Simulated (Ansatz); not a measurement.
# Na(100) with 4 thermally displaced layers, 2x2: scattering by thermal displacements, part 2 of 2

Aim: the resistivity of Na at 80 K from frozen thermal displacements between perfect leads. The measured value for the pure metal at this temperature is 0.8 µΩ cm (CRC Handbook of Chemistry and Physics, 84th ed., 2003, Electrical Resistivity of Pure Metals).

Ansatz 0.2.0; Ansatz plane-wave DFT, PBE, PAW files; ballistic transport by layer matching (Landauer), zero bias; PAW set soft_1.

So far, open channels per spin nearest the Fermi level: step 2 (with 4 displaced layers) 4.92.

## 3. With 8 displaced layers

Each atom of 8 layers is moved at random, by amounts drawn from a normal law 0.1497 Å wide in each direction from the Debye model (158 K) at 80 K. A fresh draw is used; the growth of the resistance with length is what counts.

System of this step: Na(100) with 8 thermally displaced layers, 2x2. The cell holds 72 atoms: 72 Na. Cell: a = 8.581 Å, b = 8.581 Å, c = 38.615 Å, α = 90.0°, β = 90.0°, γ = 90.0°. It derives from Na. Regions: lead, 40 atoms (40 Na); scattering region, 32 atoms (32 Na). The structure is stacked along c, and the current runs across the ab planes.

The input, input.yaml:

```yaml
crystal:
  lattice:
    - [8.5812, 0.0, 0.0]
    - [0.0, 8.5812, 0.0]
    - [0.0, 0.0, 38.6154]
  atoms:
    - { symbol: Na, position: [0.0, 0.0, 0.0277777778] }
    - { symbol: Na, position: [0.0, 0.5, 0.0277777778] }
    - { symbol: Na, position: [0.5, 0.0, 0.0277777778] }
    - { symbol: Na, position: [0.5, 0.5, 0.0277777778] }
    - { symbol: Na, position: [0.25, 0.25, 0.0833333333] }
    - { symbol: Na, position: [0.25, 0.75, 0.0833333333] }
    - { symbol: Na, position: [0.75, 0.25, 0.0833333333] }
    - { symbol: Na, position: [0.75, 0.75, 0.0833333333] }
    - { symbol: Na, position: [0.0, 0.0, 0.1388888889] }
    - { symbol: Na, position: [0.0, 0.5, 0.1388888889] }
    - { symbol: Na, position: [0.5, 0.0, 0.1388888889] }
    - { symbol: Na, position: [0.5, 0.5, 0.1388888889] }
    - { symbol: Na, position: [0.25, 0.25, 0.1944444444] }
    - { symbol: Na, position: [0.25, 0.75, 0.1944444444] }
    - { symbol: Na, position: [0.75, 0.25, 0.1944444444] }
    - { symbol: Na, position: [0.75, 0.75, 0.1944444444] }
    - { symbol: Na, position: [0.0, 0.0, 0.25] }
    - { symbol: Na, position: [0.0, 0.5, 0.25] }
    - { symbol: Na, position: [0.5, 0.0, 0.25] }
    - { symbol: Na, position: [0.5, 0.5, 0.25] }
    - { symbol: Na, position: [0.2814246185, 0.2729384071, 0.3069407842] }
    - { symbol: Na, position: [0.228924169, 0.7499223098, 0.3081000931] }
    - { symbol: Na, position: [0.7275280396, 0.2568918293, 0.3072217339] }
    - { symbol: Na, position: [0.7621405716, 0.7293462838, 0.3029907553] }
    - { symbol: Na, position: [0.9923875745, 0.9795959885, 0.3678530089] }
    - { symbol: Na, position: [0.9913501866, 0.5057379801, 0.3601088679] }
    - { symbol: Na, position: [0.5276193761, 0.023030105, 0.3635660252] }
    - { symbol: Na, position: [0.4615657653, 0.5009075039, 0.3637611212] }
    - { symbol: Na, position: [0.2675113782, 0.2392222928, 0.4237288958] }
    - { symbol: Na, position: [0.2269686743, 0.7384614435, 0.4202909784] }
    - { symbol: Na, position: [0.7508556243, 0.2849262906, 0.4173973788] }
    - { symbol: Na, position: [0.7389556519, 0.7434144319, 0.4124373166] }
    - { symbol: Na, position: [0.9777143458, 0.0109958133, 0.474474857] }
    - { symbol: Na, position: [0.0225800564, 0.4868379551, 0.4787693075] }
    - { symbol: Na, position: [0.4949873033, 0.0274612688, 0.4705447174] }
    - { symbol: Na, position: [0.487171495, 0.5043568262, 0.4762201984] }
    - { symbol: Na, position: [0.252808374, 0.2397870427, 0.5225791269] }
    - { symbol: Na, position: [0.225554293, 0.7587679346, 0.5316139669] }
    - { symbol: Na, position: [0.7471343278, 0.2312606281, 0.5311617433] }
    - { symbol: Na, position: [0.7276670113, 0.7375624672, 0.5301848815] }
    - { symbol: Na, position: [0.9607524093, 0.0067391664, 0.5810788574] }
    - { symbol: Na, position: [0.001906087, 0.4986795928, 0.5841167413] }
    - { symbol: Na, position: [0.5121079408, 0.986772303, 0.5888411478] }
    - { symbol: Na, position: [0.5126647306, 0.5147166207, 0.5878484184] }
    - { symbol: Na, position: [0.2637373337, 0.2647226561, 0.6391818944] }
    - { symbol: Na, position: [0.2251138121, 0.7476445057, 0.6359062024] }
    - { symbol: Na, position: [0.7251841408, 0.2545080058, 0.6366851559] }
    - { symbol: Na, position: [0.7320378634, 0.7318076839, 0.6399292901] }
    - { symbol: Na, position: [0.0062560563, 0.0230666725, 0.6943905103] }
    - { symbol: Na, position: [0.01817206, 0.5244586947, 0.6989025578] }
    - { symbol: Na, position: [0.4587437088, 0.0214310445, 0.6957608327] }
    - { symbol: Na, position: [0.5073915383, 0.5064750523, 0.6959280349] }
    - { symbol: Na, position: [0.25, 0.25, 0.75] }
    - { symbol: Na, position: [0.25, 0.75, 0.75] }
    - { symbol: Na, position: [0.75, 0.25, 0.75] }
    - { symbol: Na, position: [0.75, 0.75, 0.75] }
    - { symbol: Na, position: [0.0, 0.0, 0.8055555556] }
    - { symbol: Na, position: [0.0, 0.5, 0.8055555556] }
    - { symbol: Na, position: [0.5, 0.0, 0.8055555556] }
    - { symbol: Na, position: [0.5, 0.5, 0.8055555556] }
    - { symbol: Na, position: [0.25, 0.25, 0.8611111111] }
    - { symbol: Na, position: [0.25, 0.75, 0.8611111111] }
    - { symbol: Na, position: [0.75, 0.25, 0.8611111111] }
    - { symbol: Na, position: [0.75, 0.75, 0.8611111111] }
    - { symbol: Na, position: [0.0, 0.0, 0.9166666667] }
    - { symbol: Na, position: [0.0, 0.5, 0.9166666667] }
    - { symbol: Na, position: [0.5, 0.0, 0.9166666667] }
    - { symbol: Na, position: [0.5, 0.5, 0.9166666667] }
    - { symbol: Na, position: [0.25, 0.25, 0.9722222222] }
    - { symbol: Na, position: [0.25, 0.75, 0.9722222222] }
    - { symbol: Na, position: [0.75, 0.25, 0.9722222222] }
    - { symbol: Na, position: [0.75, 0.75, 0.9722222222] }
kpoints:
  mp_grid: { grid: [3, 3, 1] }
hamiltonian:
  xc: pbe
  pseudopotentials: { kind: paw, azcp: { folder: soft_1 } }
scf:
  occupations: { method: fermi_dirac, width: 0.1 }
output:
  transmission: { leads: [[0, 4]], kmesh: [6, 6], e_range: [-0.05, 0.05], de: 0.05 }
  write_potential: true
  write_density: true
  volumetric_format: npy
```

Started as:

```sh
$ ansatz run input.yaml --threads 4 --pin off --max-ram 15360MiB --backend cpu --events-out ev --progress --plain --runs-dir out
```

Numbers of over 12 decimals in the logs are rounded to 6 here.

The program printed:

```text
[...]
Crystal: 72 atoms, lattice volume = 2843.522 Å³
Basis set: ecut = 420 eV, 55657 PW (Γ)
Bands: 396, of which v1, the nominal top of the filled ones, is band 324 counted from 1 (323 counted from 0)
Symmetry: 1 space group operations
[...]
k-points: 5 of 9 (time reversal used)
[...]
SCF iter   1: F=—  HF=-107022.199429 eV  |F-HF|=—  |Δ(HF+E_count)|=         —  Δρ=4.34e-3  dr2=1.22e0  ethr=3.10e-3  ⟨swp⟩=6.6  Hψ=7864  notcnv=0
[...]
SCF iter  10: F=-107022.003345 eV  HF=-107022.003345 eV  |F-HF|=1.16e-8  |Δ(HF+E_count)|=   6.00e-9  Δρ=2.61e-7  dr2=1.72e-8  ethr=1.54e-11  ⟨swp⟩=2.0  Hψ=3622  notcnv=0
SCF 1 converged in 10 iterations: F = -107022.003345 eV  dr2 = 1.72e-8
[...]
transmission: 122 of 1220 steps passed
transmission: 244 of 1220 steps passed
[...]
transmission: 1220 of 1220 steps passed
SCF converged after 10 iterations
Free energy (F): -107022.003345 eV
[...]
Internal energy: -107020.963615 eV  (E = F + TS)
E sigma→0 (E₀):  -107021.483480 eV
Entropy (-TS):   -1.039729 eV (-14.441 meV/atom)
Fermi energy:    1.395416 eV
[...]
--- Band table (eV; the first three rows and the last of 5) ---
  k-point 0: bands = [... 320 lower, 1.2007, 1.2214, 1.2254, 1.2357, 1.2524, 1.2606, 1.2969, 1.8514, ... 68 higher]
  k-point 1: bands = [... 320 lower, 1.3184, 1.3291, 1.3397, 1.3431, 1.4462, 1.4521, 1.4578, 1.4664, ... 68 higher]
  k-point 2: bands = [... 320 lower, 1.3136, 1.3323, 1.3340, 1.3457, 1.4415, 1.4515, 1.4609, 1.4742, ... 68 higher]
  k-point 4: bands = [... 320 lower, 1.0588, 1.0741, 1.2586, 1.2649, 1.6899, 1.7103, 1.8844, 1.8926, ... 68 higher]
--- Transmission ---
  basis      : 657 plane waves across, 61 finite elements along
  points     : 20, standing for a mesh of 6 x 6
[...]
channels       : 4.916667e0 a spin
[...]
junction   : crystal 0 to crystal 0, 0.70 to 37.17 Å
    transmission   : 4.737968e0 a spin
[...]
```

It took 50 min on 4 threads of Arm Neoverse V1, shared host; peak memory 10 GiB.

This step gave:

```
free energy                                   : -107022.0033 eV
energy at zero smearing                       : -107021.4835 eV
Fermi energy                                  : 1.395 eV
transmission per spin nearest the Fermi level : 4.738
step of the lead's potential                  : 5.1 meV
```

Per spin. The transmission, zone mean by energy, zero at the Fermi level:

| energy (eV) | transmission, zone mean |
| --- | --- |
| -0.0500 | 4.64 |
| 0.0000 | 4.74 |
| 0.0500 | 4.78 |

Over the solved energies the transmission per spin lies between 4.64 and 4.78, out of 4.92 channels of the lead on average (up to 4.92).

## 4. With 12 displaced layers

Each atom of 12 layers is moved at random, by amounts drawn from a normal law 0.1497 Å wide in each direction from the Debye model (158 K) at 80 K. A fresh draw is used; the growth of the resistance with length is what counts.

System of this step: Na(100) with 12 thermally displaced layers, 2x2. The cell holds 88 atoms: 88 Na. Cell: a = 8.581 Å, b = 8.581 Å, c = 47.197 Å, α = 90.0°, β = 90.0°, γ = 90.0°. It derives from Na. Regions: lead, 40 atoms (40 Na); scattering region, 48 atoms (48 Na). The structure is stacked along c, and the current runs across the ab planes.

The input, input.yaml:

```yaml
crystal:
  lattice:
    - [8.5812, 0.0, 0.0]
    - [0.0, 8.5812, 0.0]
    - [0.0, 0.0, 47.1966]
  atoms:
    - { symbol: Na, position: [0.0, 0.0, 0.0227272727] }
    - { symbol: Na, position: [0.0, 0.5, 0.0227272727] }
    - { symbol: Na, position: [0.5, 0.0, 0.0227272727] }
    - { symbol: Na, position: [0.5, 0.5, 0.0227272727] }
    - { symbol: Na, position: [0.25, 0.25, 0.0681818182] }
    - { symbol: Na, position: [0.25, 0.75, 0.0681818182] }
    - { symbol: Na, position: [0.75, 0.25, 0.0681818182] }
    - { symbol: Na, position: [0.75, 0.75, 0.0681818182] }
    - { symbol: Na, position: [0.0, 0.0, 0.1136363636] }
    - { symbol: Na, position: [0.0, 0.5, 0.1136363636] }
    - { symbol: Na, position: [0.5, 0.0, 0.1136363636] }
    - { symbol: Na, position: [0.5, 0.5, 0.1136363636] }
    - { symbol: Na, position: [0.25, 0.25, 0.1590909091] }
    - { symbol: Na, position: [0.25, 0.75, 0.1590909091] }
    - { symbol: Na, position: [0.75, 0.25, 0.1590909091] }
    - { symbol: Na, position: [0.75, 0.75, 0.1590909091] }
    - { symbol: Na, position: [0.0, 0.0, 0.2045454545] }
    - { symbol: Na, position: [0.0, 0.5, 0.2045454545] }
    - { symbol: Na, position: [0.5, 0.0, 0.2045454545] }
    - { symbol: Na, position: [0.5, 0.5, 0.2045454545] }
    - { symbol: Na, position: [0.255571312, 0.2437397338, 0.2439692993] }
    - { symbol: Na, position: [0.2481002789, 0.7359810847, 0.2534255476] }
    - { symbol: Na, position: [0.744963254, 0.2514560005, 0.2473056247] }
    - { symbol: Na, position: [0.7410935803, 0.7497988371, 0.2452893948] }
    - { symbol: Na, position: [0.0052446337, 0.9981498581, 0.2916942444] }
    - { symbol: Na, position: [0.9581693527, 0.5089487986, 0.2945108102] }
    - { symbol: Na, position: [0.4907554453, 0.995880925, 0.3012151783] }
    - { symbol: Na, position: [0.4991313576, 0.5015108374, 0.2907385563] }
    - { symbol: Na, position: [0.278733348, 0.2660030816, 0.3442926865] }
    - { symbol: Na, position: [0.2508315211, 0.7659885488, 0.3420854833] }
    - { symbol: Na, position: [0.7606954151, 0.2473454079, 0.3362349154] }
    - { symbol: Na, position: [0.7679455648, 0.7162498937, 0.3401481741] }
    - { symbol: Na, position: [0.9964326616, 0.9818101422, 0.3883080482] }
    - { symbol: Na, position: [0.9965057934, 0.4923800207, 0.3880122227] }
    - { symbol: Na, position: [0.4916873753, 0.0242269766, 0.3874782141] }
    - { symbol: Na, position: [0.4917265516, 0.4660875874, 0.3822163279] }
    - { symbol: Na, position: [0.268956806, 0.2491173498, 0.4309203006] }
    - { symbol: Na, position: [0.2786620535, 0.7276276737, 0.4299608715] }
    - { symbol: Na, position: [0.7417569938, 0.2602270586, 0.4297138971] }
    - { symbol: Na, position: [0.7393005946, 0.722002536, 0.4341311847] }
    - { symbol: Na, position: [0.0140609078, 0.9916909037, 0.4777907311] }
    - { symbol: Na, position: [0.9774533054, 0.4917705032, 0.4816426555] }
    - { symbol: Na, position: [0.5023674534, 0.0402980051, 0.4747762844] }
    - { symbol: Na, position: [0.5101214828, 0.4965899328, 0.4790671187] }
    - { symbol: Na, position: [0.2498742175, 0.2402114258, 0.5199757793] }
    - { symbol: Na, position: [0.303478669, 0.7486509259, 0.5163317893] }
    - { symbol: Na, position: [0.7386869271, 0.2618265583, 0.5211415842] }
    - { symbol: Na, position: [0.7737292826, 0.7674841106, 0.5222441576] }
    - { symbol: Na, position: [0.9917634777, 0.9824739803, 0.5659619978] }
    - { symbol: Na, position: [0.9743050271, 0.5210074164, 0.573226445] }
    - { symbol: Na, position: [0.478090089, 0.9793887556, 0.562573295] }
    - { symbol: Na, position: [0.4831881854, 0.4458184061, 0.5645592821] }
    - { symbol: Na, position: [0.2726211606, 0.2439706832, 0.6163465267] }
    - { symbol: Na, position: [0.241471265, 0.7807100507, 0.6142681483] }
    - { symbol: Na, position: [0.7433370093, 0.2945200926, 0.6126073584] }
    - { symbol: Na, position: [0.7286990813, 0.7535217706, 0.6135132052] }
    - { symbol: Na, position: [0.0185991306, 0.9839246037, 0.6616429268] }
    - { symbol: Na, position: [0.0148738769, 0.4883540118, 0.6596086086] }
    - { symbol: Na, position: [0.4855097924, 0.0409162395, 0.6568578548] }
    - { symbol: Na, position: [0.492097349, 0.4814093556, 0.6579932466] }
    - { symbol: Na, position: [0.2498975087, 0.2633919925, 0.7026094039] }
    - { symbol: Na, position: [0.2467596787, 0.7252931969, 0.7019214944] }
    - { symbol: Na, position: [0.798067565, 0.2681616545, 0.7020673061] }
    - { symbol: Na, position: [0.7266727439, 0.7329836118, 0.7044766658] }
    - { symbol: Na, position: [0.0006057318, 0.9870166545, 0.7459198562] }
    - { symbol: Na, position: [0.0248095231, 0.5078784238, 0.7488121236] }
    - { symbol: Na, position: [0.4961511656, 0.9907637819, 0.7406888501] }
    - { symbol: Na, position: [0.5020174059, 0.4813272655, 0.7468201637] }
    - { symbol: Na, position: [0.25, 0.25, 0.7954545455] }
    - { symbol: Na, position: [0.25, 0.75, 0.7954545455] }
    - { symbol: Na, position: [0.75, 0.25, 0.7954545455] }
    - { symbol: Na, position: [0.75, 0.75, 0.7954545455] }
    - { symbol: Na, position: [0.0, 0.0, 0.8409090909] }
    - { symbol: Na, position: [0.0, 0.5, 0.8409090909] }
    - { symbol: Na, position: [0.5, 0.0, 0.8409090909] }
    - { symbol: Na, position: [0.5, 0.5, 0.8409090909] }
    - { symbol: Na, position: [0.25, 0.25, 0.8863636364] }
    - { symbol: Na, position: [0.25, 0.75, 0.8863636364] }
    - { symbol: Na, position: [0.75, 0.25, 0.8863636364] }
    - { symbol: Na, position: [0.75, 0.75, 0.8863636364] }
    - { symbol: Na, position: [0.0, 0.0, 0.9318181818] }
    - { symbol: Na, position: [0.0, 0.5, 0.9318181818] }
    - { symbol: Na, position: [0.5, 0.0, 0.9318181818] }
    - { symbol: Na, position: [0.5, 0.5, 0.9318181818] }
    - { symbol: Na, position: [0.25, 0.25, 0.9772727273] }
    - { symbol: Na, position: [0.25, 0.75, 0.9772727273] }
    - { symbol: Na, position: [0.75, 0.25, 0.9772727273] }
    - { symbol: Na, position: [0.75, 0.75, 0.9772727273] }
kpoints:
  mp_grid: { grid: [3, 3, 1] }
hamiltonian:
  xc: pbe
  pseudopotentials: { kind: paw, azcp: { folder: soft_1 } }
scf:
  occupations: { method: fermi_dirac, width: 0.1 }
output:
  transmission: { leads: [[0, 4]], kmesh: [6, 6], e_range: [-0.05, 0.05], de: 0.05 }
  write_potential: true
  write_density: true
  volumetric_format: npy
```

The program printed:

```text
[...]
Crystal: 88 atoms, lattice volume = 3475.416 Å³
Basis set: ecut = 420 eV, 67981 PW (Γ)
Bands: 484, of which v1, the nominal top of the filled ones, is band 396 counted from 1 (395 counted from 0)
Symmetry: 1 space group operations
[...]
k-points: 5 of 9 (time reversal used)
[...]
SCF iter   1: F=—  HF=-130804.520707 eV  |F-HF|=—  |Δ(HF+E_count)|=         —  Δρ=4.38e-3  dr2=1.63e0  ethr=3.10e-3  ⟨swp⟩=6.6  Hψ=9737  notcnv=0
[...]
SCF iter  10: F=-130804.253542 eV  HF=-130804.253542 eV  |F-HF|=9.63e-9  |Δ(HF+E_count)|=   1.19e-8  Δρ=2.80e-7  dr2=1.73e-8  ethr=1.26e-11  ⟨swp⟩=11.2  Hψ=9638  notcnv=0
SCF 1 converged in 10 iterations: F = -130804.253542 eV  dr2 = 1.73e-8
[...]
transmission: 148 of 1480 steps passed
transmission: 296 of 1480 steps passed
[...]
transmission: 1480 of 1480 steps passed
SCF converged after 10 iterations
Free energy (F): -130804.253542 eV
[...]
Internal energy: -130802.999678 eV  (E = F + TS)
E sigma→0 (E₀):  -130803.626610 eV
Entropy (-TS):   -1.253864 eV (-14.248 meV/atom)
Fermi energy:    1.406193 eV
[...]
--- Band table (eV; the first three rows and the last of 5) ---
  k-point 0: bands = [... 392 lower, 1.0176, 1.3448, 1.3574, 1.3752, 1.3792, 1.4321, 1.4383, 1.4470, ... 84 higher]
  k-point 1: bands = [... 392 lower, 1.2835, 1.3000, 1.3085, 1.3309, 1.4685, 1.4876, 1.4973, 1.5323, ... 84 higher]
  k-point 2: bands = [... 392 lower, 1.2856, 1.3095, 1.3112, 1.3166, 1.4737, 1.4794, 1.5028, 1.5304, ... 84 higher]
  k-point 4: bands = [... 392 lower, 1.1698, 1.1824, 1.1922, 1.2073, 1.7539, 1.7789, 1.8194, 1.8262, ... 84 higher]
--- Transmission ---
  basis      : 657 plane waves across, 74 finite elements along
  points     : 20, standing for a mesh of 6 x 6
[...]
channels       : 4.916667e0 a spin
[...]
junction   : crystal 0 to crystal 0, 0.70 to 45.75 Å
    transmission   : 4.638627e0 a spin
[...]
```

Elapsed: 64 min, on 4 threads; peak memory 9.4 GiB; 4.2 h of CPU time.

This step gave:

- free energy: -130804.2535 eV
- energy at zero smearing: -130803.6266 eV
- Fermi energy: 1.406 eV
- transmission per spin nearest the Fermi level: 4.639
- step of the lead's potential: 5.5 meV

Per spin. The transmission, zone mean by energy, zero at the Fermi level:

| energy (eV) | transmission, zone mean |
| --- | --- |
| -0.0500 | 4.59 |
| 0.0000 | 4.64 |
| 0.0500 | 4.64 |

Over the solved energies the transmission per spin lies between 4.59 and 4.64, out of 4.92 channels of the lead on average (up to 4.92).

## 5. The fit

This step: Ansatz plane-wave DFT, PBE, PAW files; ballistic transport by layer matching (Landauer), zero bias; resistivity from the slope of the area resistance; PAW set soft_1 (Ansatz 0.2.0).

Numbers from this step:

```
resistivity           : 4.611 µΩ cm
intercept             : 0.004226 fΩ m²
scatter about the fit : 0.001215 fΩ m²
```

Resistance, by row:

| run | length (Å) | T | channels N | RA (fΩ m²) |
| --- | --- | --- | --- | --- |
| n4 | 8.581 | 4.806 | 4.917 | 0.04465 |
| n8 | 17.16 | 4.717 | 4.917 | 0.08165 |
| n12 | 25.74 | 4.621 | 4.917 | 0.1238 |

Area resistance against length of the displaced region:

| length of the displaced region (Å) | area resistance (fΩ m²) |
| --- | --- |
| 8.58 | 0.0447 |
| 17.16 | 0.0816 |
| 25.74 | 0.124 |

The area resistance goes from 0.045 to 0.12 fΩ m² between 8.6 and 25.7 Å, a slope of 4.6 µΩ cm.

By hand from the end points: (0.1238 − 0.04465) fΩ m² / (25.74 − 8.58) Å = 4.6 µΩ cm, since 1 fΩ m² per Å is 1000 µΩ cm.

## 6. What came out

| Item | Value |
| --- | --- |
| resistivity from the slope | 4.61 µΩ cm |
| area resistance over 8.58 Å | 0.0447 fΩ m² |
| area resistance over 17.2 Å | 0.0816 fΩ m² |
| area resistance over 25.7 Å | 0.124 fΩ m² |

In words: The slope gives 4.6 µΩ cm. The points scatter by 0.0012 fΩ m² about the line, with one random draw a length in a 2x2 cell, so the slope is a rough value. The mean square of the displacements drawn is 0.78, 0.99 and 1.2 of the nominal one at the three lengths; with each resistance scaled back by that, the slope is 2.8 µΩ cm, the value used below. Read with a model of isotropic scattering on a spherical Fermi surface and the lead's 0.52×10¹⁵ S/m², this slope means a mean free path near 653 Å; over these lengths the model's slope is 1.26 times its bulk resistivity, which would be 2.2 µΩ cm. Uncorrelated displacements put too much weight on short waves, which scatter strongly; with the sideways repeat of a small cell, one draw and three short lengths, the method is good to a factor of two or three. The measured value is 0.8 µΩ cm (CRC Handbook of Chemistry and Physics, 84th ed., 2003, Electrical Resistivity of Pure Metals); the scaled slope is 3.5 times that and the corrected value 2.8: clearly high.

[Logs are printed without paths, hosts, clocks, repeated set-up lines and the standing remarks that a program may print on its own settings, such as how far it seeks lower states.]

[Hosts, paths, dates, database ids (printed as entryN), source tags and the programs' standing remarks are cut or masked in the printed files.]
